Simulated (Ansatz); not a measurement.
# Direct or indirect: CsSnI3 (Pm-3m)

Space group Pm-3m (No. 221). a = 6.206 Å, b = 6.206 Å, c = 6.206 Å, α = 90.00°, β = 90.00°, γ = 90.00°
```json
{"atom": "Cs", "site": "1a", "symmetry": "m-3m", "x": "0.0000", "y": "0.0000", "z": "0.0000"}
{"atom": "I", "site": "3c", "symmetry": "4/mm.m", "x": "0.5000", "y": "0.5000", "z": "0.0000"}
{"atom": "Sn", "site": "1b", "symmetry": "m-3m", "x": "0.5000", "y": "0.5000", "z": "0.5000"}
```

Method: Ansatz, PBE, independent particles, without spin-orbit coupling, line width 0.1 eV (Gaussian). The band structure gives a fundamental gap of 0.31 eV. The spectrum of vertical transitions near the edge:

```tsv
E (eV)	Im ε, E ∥ xyz
0.00	0.00
0.12	0.00
0.24	0.16
0.36	0.94
0.48	1.63
0.60	1.99
0.72	2.29
0.84	2.62
0.96	3.00
1.08	3.47
1.20	4.06
1.32	4.86
1.44	6.15
1.56	7.79
1.68	8.03
```

(1) Is the gap direct or indirect, and about where do vertical transitions set in?

Results:

(1) Direct: the band path has its least direct gap at the fundamental one, 0.31 eV, and the curves rise from there. Lines are broadened by 0.1 eV, which spreads the edge.

[Logs are printed without paths, hosts, clocks, repeated set-up lines and the standing remarks that a program may print on its own settings, such as how far it seeks lower states.]
